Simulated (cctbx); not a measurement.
# YMoS3: as given, inverted or twinned?

Space group P6_3cm (no. 185), a = 7.5210 Å, b = 7.5210 Å, c = 14.9570 Å, α = 90.00°, β = 90.00°, γ = 120.00°.

```
atom  mult.    x       y       z  Ueq (Å²)
 Mo1      6    0  0.6746  0.5035    0.0063
  Y1      2    0       0  0.7703    0.0046
  Y2      4  2/3     1/3  0.7301    0.0035
  S1      6    0  0.3083  0.1725    0.0070
  S2      6    0  0.3597  0.8285    0.0057
  S3      2    0       0  0.9606    0.0035
  S4      4  2/3     1/3  0.5346    0.0059
```

The model was made for the exercise: a known structure type with other elements put in, its volume estimated, not relaxed; displacement parameters are assumed.

Data sets are simulated with cctbx and refined with Bijvoet mates kept apart; Flack x is then fitted as the share of an inverted twin with the atoms fixed, Hooft y from the Bijvoet differences. The group is acentric but holds improper operations, so there is an absolute structure (orientation) and no hand.

Untwinned crystal. What Flack and Hooft values should come out?

```
  λ (Å)  extinction (unmodelled)  d min (Å)  top counts  error (%)     model      R1  Flack x   s.u.  Hooft y   s.u.  pairs
0.71073                      0.1       0.77       40000          4  as given  0.0122   -0.008  0.005   -0.005  0.006    304
0.71073                      0.1       0.77       40000          4  inverted  0.0616     0.97   0.03    1.130  0.009    304
1.54184                      0.1       0.83        5000          3  as given  0.0285    -0.08    0.1   -0.035  0.094    242
```

With Mo Kα, x is within 3 s.u. of 0, so the absolute structure is right. With Cu Kα, x is within 3 s.u. of 0, so the absolute structure is right, though an s.u. above 0.04 can't exclude a small twin share. Inverting the model turns x into about 1 − x.

A further crystal gives:

| λ (Å) | extinction (unmodelled) | d min (Å) | top counts | error (%) | model | R1 | Flack x | s.u. | Hooft y | s.u. | pairs |
| --- | --- | --- | --- | --- | --- | --- | --- | --- | --- | --- | --- |
| 0.71073 | 0.3 | 0.65 | 20000 | 4 | as given | 0.0567 | 0.764 | 0.014 | 0.867 | 0.006 | 504 |

**Question.** What is it?

It was simulated as an inversion twin with a fraction 0.8 of the inverted domain. Flack x is over 3 s.u. from both 0 and 1 and reads that fraction.

[Logs are printed without paths, hosts, clocks, repeated set-up lines and the standing remarks that a program may print on its own settings, such as how far it seeks lower states.]
